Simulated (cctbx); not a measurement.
# Sm4Zr7Si6: precision against data quality

Space group Im-3m (no. 229), a = 8.9740 Å, b = 8.9740 Å, c = 8.9740 Å, α = 90.00°, β = 90.00°, γ = 90.00°.

```
atom  mult.       x    y    z  Ueq (Å²)
 Sm1      8     1/4  1/4  1/4    0.0040
 Zr1      2       0    0    0    0.0077
 Zr2     12     1/4    0  1/2    0.0060
 Si1     12  0.6800    0    0    0.0080
```

This is a model crystal, built by substitution and not relaxed, with assumed displacement parameters.

Five simulated data sets (cctbx; Mo Kα, λ = 0.71073 Å; 6 % proportional error) differ in resolution or exposure (noise floor 8 counts in the first three, 8 in the last two). Each is refined with the right model, isotropic at 1.1 Å and anisotropic otherwise. How do the figures of merit and the uncertainties move?

```csv
d min (Å),top counts,"⟨I/σ⟩ (unmerged, absences included)",unique,param. (scale apart),Rint,R1,GooF,largest s.u. xyz (fractional),s.u. U of Si1 (Å²),largest error (Å)
1.1,5000,3.3,43,5,0.068,0.0107,0.84,0.00042,0.0009,0.0022
0.84,5000,2.9,86,8,0.074,0.0091,0.83,0.00025,0.0011,0.0024
0.6,5000,2.3,204,8,0.091,0.0145,0.94,0.00019,0.0007,0.0017
0.75,300,0.5,112,8,0.446,0.0441,0.82,0.00163,0.0071,0.0166
0.75,3000,2.2,112,8,0.096,0.0129,0.83,0.00030,0.0013,0.0036
```

The number of reflections grows roughly as 1/d³: 43, 86 and 204 here. R1 follows the noise rather than the truth: at 300 counts it is 0.0441, at 3000 counts 0.0129, while GooF is 0.82 and 0.83: the weights 1/σ² carry the noise. The s.u. of U (U11 where anisotropic) for Si1 goes 0.0009, 0.0011, 0.0007 Å² with resolution and 0.0071, 0.0013 Å² with exposure.

Hardware for the 0.6 Å refinement: 0.52 s on 1 thread of Arm Neoverse N1 (shared host), peak memory 0.09 GiB.

[Logs are printed without paths, hosts, clocks, repeated set-up lines and the standing remarks that a program may print on its own settings, such as how far it seeks lower states.]
